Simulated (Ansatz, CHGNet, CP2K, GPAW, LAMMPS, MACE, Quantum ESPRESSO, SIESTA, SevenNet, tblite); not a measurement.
# Glassy 77Na2O-23TiO2 (mol %) (66 atoms) in tblite

How near does tblite come to plane waves for glassy 77Na2O-23TiO2 (mol %) (66 atoms)?

Method: the method is named at each step, in tblite 0.8.0.

**1. Set-up**

The cell holds 66 atoms: 34 Na, 5 Ti and 27 O. Cell: a = 9.229 Å, b = 9.229 Å, c = 9.229 Å, α = 90.0°, β = 90.0°, γ = 90.0°. 66 atoms (34 Na, 5 Ti, 27 O) placed at random at 3.15 g/cm³, melted at 4000 K for 10 ps at fixed volume with the Morse and Coulomb pair potential with partial charges (Pedone, Malavasi, Menziani, Cormack and Segre, J. Phys. Chem. B 110, 11780 (2006)). Quenched from 4000 K to 300 K at 10 K/ps and fixed volume, held 10 ps at zero pressure.

The yardstick, on the same geometry:

- method: Kohn-Sham DFT, PBE, SSSP efficiency 1.3.0 pseudopotentials, plane waves (Quantum ESPRESSO 7.5); sssp-pbe-1.3.0-efficiency, cutoffs 60/480 Ry, Γ point
- r.m.s. force component: 0.6926 eV/Å
- longest force: 3.616 eV/Å
- pressure: 7.694 GPa
- gap (highest filled to lowest empty level): 2.301 eV
- time: 3.9 min on 2 MPI ranks of Arm Neoverse V1, shared host
- CPU time: 7.9 min

**2. GFN1-xTB**

Method: GFN1-xTB tight binding, diagonalisation.

File run.py:

```python
import numpy as np
from ase.io import read
from tblite.ase import TBLite

atoms = read("structure.xyz")
atoms.calc = TBLite(method="GFN1-xTB", electronic_temperature=580, accuracy=1.0, max_iterations=250, mixer_damping=0.4, verbosity=1)
energy = atoms.get_potential_energy()
forces = atoms.get_forces()
print(f"energy {energy:.6f} eV")
print("forces (eV/A)")
for i, (a, f) in enumerate(zip(atoms, forces)):
    print(f"{i:4d} {a.symbol:2s} {f[0]:10.5f} {f[1]:10.5f} {f[2]:10.5f}")
stress = -atoms.get_stress(voigt=False) * 160.21766
print("stress (GPa, compression positive)")
for row in stress:
    print(" ".join(f"{x:10.4f}" for x in row))
print("charges (e)")
print(np.array2string(atoms.get_charges(), precision=4, suppress_small=True, max_line_width=110, threshold=100000))
```

File structure.xyz:

```xyz
66
Lattice="9.22896 0.00000 0.00000 0.00000 9.22896 0.00000 0.00000 0.00000 9.22896" Properties=species:S:1:pos:R:3 pbc="T T T"
Na 2.27669 2.06424 3.11071
Na 0.89761 9.11415 4.33669
Na 3.38149 4.21302 2.34056
Na 8.96354 2.71654 2.81225
Na 1.27849 5.32280 3.16443
Na 5.12060 4.49506 3.67922
Na 5.43613 8.89395 8.70817
Na 2.33013 1.98450 8.63443
Na 6.60083 5.82597 8.88657
Na 8.93899 7.10621 4.61909
Na 8.12970 1.30055 5.72703
Na 4.58605 4.88341 5.95452
Na 0.54802 8.68224 7.45709
Na 3.50784 1.08680 1.07850
Na 3.27065 8.98559 6.90548
Na 4.27615 7.01004 0.35144
Na 7.52492 4.76260 4.67788
Na 5.44139 1.37991 6.90280
Na 6.24311 6.16771 2.21726
Na 2.66874 4.94211 0.08417
Na 8.74361 5.11912 1.20650
Na 3.44969 6.63119 4.17232
Na 2.83421 6.54186 7.36637
Na 0.16898 2.02465 0.47972
Na 5.19147 9.15771 3.13129
Na 6.77599 2.08141 4.06628
Na 7.74337 1.50875 8.26712
Na 3.09373 9.06598 4.51259
Na 5.14505 3.92988 7.81148
Na 0.70325 5.68762 6.53687
Na 0.37257 4.08612 8.55921
Na 4.28427 2.08187 4.84059
Na 8.14650 7.48598 8.43121
Na 7.92546 3.86906 6.84595
Ti 6.03611 2.91192 1.16091
Ti 1.61525 7.85274 1.11883
Ti 7.93128 8.80997 1.86370
Ti 1.75101 3.19387 5.92813
Ti 6.14667 7.57670 5.95997
O 2.51120 4.18921 7.14340
O 1.71696 7.47195 5.59450
O 2.00555 9.19020 2.49117
O 6.43775 7.91153 1.20438
O 7.27122 3.68309 9.03045
O 2.43534 1.51023 5.72352
O 1.41102 3.53349 1.39440
O 7.98527 0.06580 3.66436
O 4.81973 2.19123 2.66283
O 6.10708 3.18602 5.77973
O 7.18207 8.89136 7.02232
O 2.74248 6.66986 1.89424
O 0.05141 9.07216 0.48175
O 4.96389 6.89126 7.16223
O 7.13214 3.94114 2.51978
O 5.79985 6.63470 4.47106
O 7.27297 1.36192 1.46344
[... 6 atom lines left out ...]
O 0.44022 2.35172 7.33509
O 0.24152 3.69694 5.07667
O 7.63992 6.31445 6.39272
O 5.01169 4.58107 0.91911
```

On the command line:

```sh
$ OMP_NUM_THREADS=1 python run.py > output.txt
```

The log of the run:

```text
------------------------------------------------------------
  cycle        total energy    energy error   density error
------------------------------------------------------------
      1     -115.7407362405  -1.1677297E+02   1.0626138E+00
      2     -38.63711393742   7.7103622E+01   2.0405072E+00
      3     -131.2954797988  -9.2658366E+01   6.1875753E-01
      4     -72.00187550919   5.9293604E+01   8.0125620E-01
      5     -128.6540007446  -5.6652125E+01   4.8049054E-01
      6     -136.0199557060  -7.3659550E+00   3.5393528E-01
      7     -142.0498520426  -6.0298963E+00   2.1852764E-01
      8     -142.7936958997  -7.4384386E-01   1.5700996E-01
      9     -143.2583890037  -4.6469310E-01   9.3207353E-02
     10     -143.3427238313  -8.4334828E-02   7.2571918E-02
     11     -143.3791106539  -3.6386823E-02   4.7046113E-02
     12     -143.4169263385  -3.7815685E-02   2.3706968E-02
     13     -143.4273993581  -1.0473020E-02   1.5545089E-02
     14     -143.4288406788  -1.4413207E-03   1.1274004E-02
     15     -143.4307048851  -1.8642063E-03   5.7553787E-03
     16     -143.4310123809  -3.0749584E-04   5.6668108E-03
     17     -143.4313541485  -3.4176757E-04   3.2269877E-03
     18     -143.4314858361  -1.3168757E-04   1.0165717E-03
     19     -143.4315038437  -1.8007680E-05   1.9044896E-04
     20     -143.4315045137  -6.6994161E-07   1.7318599E-04
     21     -143.4315050127  -4.9901709E-07   2.4670327E-05
     22     -143.4315050259  -1.3198985E-08   1.3351414E-05
------------------------------------------------------------
 total:                                   4.009 sec
energy -3902.970051 eV
forces (eV/A)
   0 Na   -1.31239   -0.45150    0.62159
   1 Na   -6.09678    3.23776   -1.56408
   2 Na   -3.17125   -1.23173   -4.01683
   3 Na   -0.54757    0.80814    1.52278
   4 Na   -1.16121    0.50980    0.89901
   5 Na    5.50059   -1.22475    1.50561
   6 Na    2.41445    1.41274    0.57449
   7 Na   -0.77914    2.56969   -6.76370
   8 Na   -2.47849   -3.14205   -0.38647
   9 Na   -2.86939   -1.70864   -0.45413
  10 Na    3.60951   -2.47638    2.67677
  11 Na   -2.93833    4.43548   -4.56078
  12 Na    4.70655    3.54006   -2.71527
  13 Na    4.27650   -3.33839    4.28028
  14 Na    0.23441    1.15948    2.52499
  15 Na   -1.49526   -1.43695    2.31011
  16 Na    0.20152    1.39788   -2.89565
  17 Na    0.99064    0.61132   -0.09580
  18 Na    0.96874    1.53550    0.40560
  19 Na   -0.24509   -0.72294   -0.16070
  20 Na   -1.91732    2.32754    3.77365
  21 Na    0.19312   -0.85860   -0.31041
  22 Na    1.37338    0.52899   -0.68184
  23 Na    1.90607   -2.79286    5.42445
[...]
58 O     0.33262    0.49355    0.31518
  59 O     0.04850    0.27955   -0.09452
  60 O    -0.08199   -0.20498    0.22656
  61 O    -0.50593   -0.60367    0.66557
  62 O     0.23108    0.08159   -0.00854
  63 O     0.82322   -0.12562    0.28682
  64 O    -0.21159    0.32682   -0.13401
  65 O    -0.07705   -0.56040    0.02936
stress (GPa, compression positive)
   26.6041     3.0439     4.2787
    3.0439    18.1649    -6.1625
    4.2787    -6.1625    28.5882
charges (e)
[ 0.4319  0.4602  0.4542  0.46    0.4547  0.4606  0.479   0.4464  0.4455  0.464   0.4374  0.4707  0.4458
  0.4803  0.4471  0.436   0.4354  0.4525  0.4499  0.4528  0.4568  0.4324  0.4478  0.4864  0.4904  0.4877
  0.4939  0.4319  0.4622  0.4439  0.4475  0.4628  0.511   0.4426  0.6896  0.6828  0.642   0.5548  0.6137
 -0.6636 -0.7934 -0.6871 -0.6593 -0.7142 -0.6795 -0.8089 -0.6415 -0.7169 -0.8145 -0.7012 -0.6633 -0.6125
 -0.6747 -0.7035 -0.6588 -0.5977 -0.6963 -0.6956 -0.7142 -0.6106 -0.717  -0.6994 -0.737  -0.6666 -0.711
 -0.7062]
```

Wall time 4.7 s (1 thread of Arm Neoverse V1, shared host); peak memory 0.1 GiB.

Banners, paths, timers and routine set-up lines are dropped from the logs unmarked, and long logs keep their key lines alone; longer cuts are marked.

Compared with the plane-wave run:

```yaml
r_m_s_force_component: 1.901 eV/Å
r_m_s_difference_of_force_components: 1785 meV/Å
longest_difference_of_force_vectors: 8182 meV/Å
force_difference_over_r_m_s_force: 257.7 %
slope_of_forces_against_the_reference_s: 0.9456
correlation_of_force_components: 0.3446
pressure: 24.45 GPa
pressure_difference: 16.76 GPa
```

Length of the force difference by element (eV/Å):

| element | atoms | mean | most |
| --- | --- | --- | --- |
| Na | 34 | 3.5 | 8.2 |
| O | 27 | 1.6 | 3.9 |
| Ti | 5 | 1.1 | 1.7 |

Local excerpt of 13 atoms (numbers count through the whole input) about Ti35, one of the 5 Ti atoms; x, y, z are measured from there.

| atom | x | y | z | distance (Å) | bonds | Mulliken charge (e) | Fx | Fy | Fz (eV/Å) |
| --- | --- | --- | --- | --- | --- | --- | --- | --- | --- |
| Ti35 | 0.00 | 0.00 | 0.00 | 0.00 | 6 | 0.69 | 0.69 | 0.10 | 0.19 |
| O57 | -0.98 | -1.01 | -1.38 | 1.97 | 7 | -0.70 | 0.37 | 0.68 | 0.59 |
| O66 | -1.02 | 1.67 | -0.24 | 1.97 | 8 | -0.71 | -0.08 | -0.56 | 0.03 |
| O44 | 1.24 | 0.77 | -1.36 | 1.99 | 8 | -0.71 | -0.15 | -0.21 | 0.14 |
| O56 | 1.24 | -1.55 | 0.30 | 2.01 | 6 | -0.60 | -0.15 | -0.22 | -0.17 |
| O54 | 1.10 | 1.03 | 1.36 | 2.03 | 7 | -0.70 | -0.37 | -0.17 | -0.04 |
| O48 | -1.22 | -0.72 | 1.50 | 2.06 | 8 | -0.72 | 0.29 | 0.41 | -0.73 |
| Na29 | -0.89 | 1.02 | -2.58 | 2.91 | 5 | 0.46 | 1.74 | -4.78 | 8.34 |
| Na27 | 1.71 | -1.40 | -2.12 | 3.06 | 6 | 0.49 | -4.32 | -1.87 | -1.79 |
| Na26 | 0.74 | -0.83 | 2.91 | 3.11 | 5 | 0.49 | -3.20 | 1.37 | -4.24 |
| Na6 | -0.92 | 1.58 | 2.52 | 3.11 | 6 | 0.46 | 5.50 | -1.22 | 1.51 |
| Na14 | -2.53 | -1.83 | -0.08 | 3.12 | 4 | 0.48 | 4.28 | -3.34 | 4.28 |
| Na3 | -2.65 | 1.30 | 1.18 | 3.18 | 5 | 0.45 | -3.17 | -1.23 | -4.02 |

Atoms are counted from 1 here, from 0 in the log.

Forces lie 258 % from the reference's, at 0.0099 times its CPU time (on 1 against 2 cores).

**3. Outcome**

```yaml
force_difference_from_the_reference: tblite GFN1-xTB, 258 %
its_cpu_time: 4.7 s
```

**Reading.** Tight binding differs by 258 % (tblite GFN1-xTB); it is another model, with fitted parameters of its own, and the xTB methods hold dispersion. One electronic-structure run takes under half the reference's CPU time: tblite GFN1-xTB, at 258 % in 4.7 s against 7.9 min, too far off to be of use; its pressure misses by +16.8 GPa. Periodic xTB results under one method name differ between programs and library versions. The reference's pressure holds the uncorrected Pulay stress of its 60 Ry basis, so small pressure differences, and their order, may be the reference's own error. The quench rate of 10 K/ps is many orders above laboratory rates, so the cell is likely richer in defects and strain than a real sample. The network of bonds at the start is that of the classical potential that made the cell, and needn't be the one that DFT or experiment would give. The electronic-structure runs sample only Γ, in a cell whose shortest periodic width is 9 Å.

[Also dropped from logs without a mark: logging warnings of Python, and SIESTA's first energy breakdown and zero terms.]

[Logs are printed without paths, hosts, clocks, repeated set-up lines and the standing remarks that a program may print on its own settings, such as how far it seeks lower states.]

[Hosts, paths, dates, database ids (printed as entryN), source tags and the programs' standing remarks are cut or masked in the printed files.]
